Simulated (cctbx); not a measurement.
# Absolute structure of Sc4Nb3

Space group I-43d (no. 220), a = 8.4370 Å, b = 8.4370 Å, c = 8.4370 Å, α = 90.00°, β = 90.00°, γ = 90.00°.

| atom | mult. | x | y | z | Ueq (Å²) |
| --- | --- | --- | --- | --- | --- |
| Nb1 | 12 | 3/4 | 3/8 | 1/2 | 0.0056 |
| Sc1 | 16 | 0.0690 | 0.5690 | 0.9310 | 0.0103 |

The model was made for the exercise: a known structure type with other elements put in, its volume estimated, not relaxed; displacement parameters are assumed.

Data sets are simulated with cctbx and refined with Bijvoet mates kept apart; Flack x is then fitted as the share of an inverted twin with the atoms fixed, Hooft y from the Bijvoet differences. The group is acentric but holds improper operations, so there is an absolute structure (orientation) and no hand.

Untwinned crystal. What Flack and Hooft values should come out?

| λ (Å) | extinction (unmodelled) | d min (Å) | top counts | error (%) | model | R1 | Flack x | s.u. | Hooft y | s.u. | pairs |
| --- | --- | --- | --- | --- | --- | --- | --- | --- | --- | --- | --- |
| 0.71073 | 0 | 0.77 | 70000 | 6 | as given | 0.0072 | 0.06 | 0.07 | 0.070 | 0.076 | 48 |
| 0.71073 | 0 | 0.77 | 70000 | 6 | inverted | 0.0085 | 0.94 | 0.07 | 0.932 | 0.076 | 48 |
| 1.54184 | 0 | 0.83 | 70000 | 6 | as given | 0.0071 | 0.00 | 0.03 | 0.016 | 0.025 | 38 |

With Mo Kα, x is within 3 s.u. of 0, so the absolute structure is right, though an s.u. above 0.04 can't exclude a small twin share. With Cu Kα, x is within 3 s.u. of 0, so the absolute structure is right. Inverting the model turns x into about 1 − x.

A further crystal gives:

| λ (Å) | extinction (unmodelled) | d min (Å) | top counts | error (%) | model | R1 | Flack x | s.u. | Hooft y | s.u. | pairs |
| --- | --- | --- | --- | --- | --- | --- | --- | --- | --- | --- | --- |
| 1.54184 | 0.3 | 0.83 | 20000 | 3 | as given | 0.0152 | 0.50 | 0.05 | 0.489 | 0.017 | 38 |

**Question.** What is it?

It was simulated as an inversion twin with a fraction 0.5 of the inverted domain. Flack x is over 3 s.u. from both 0 and 1 and reads that fraction.
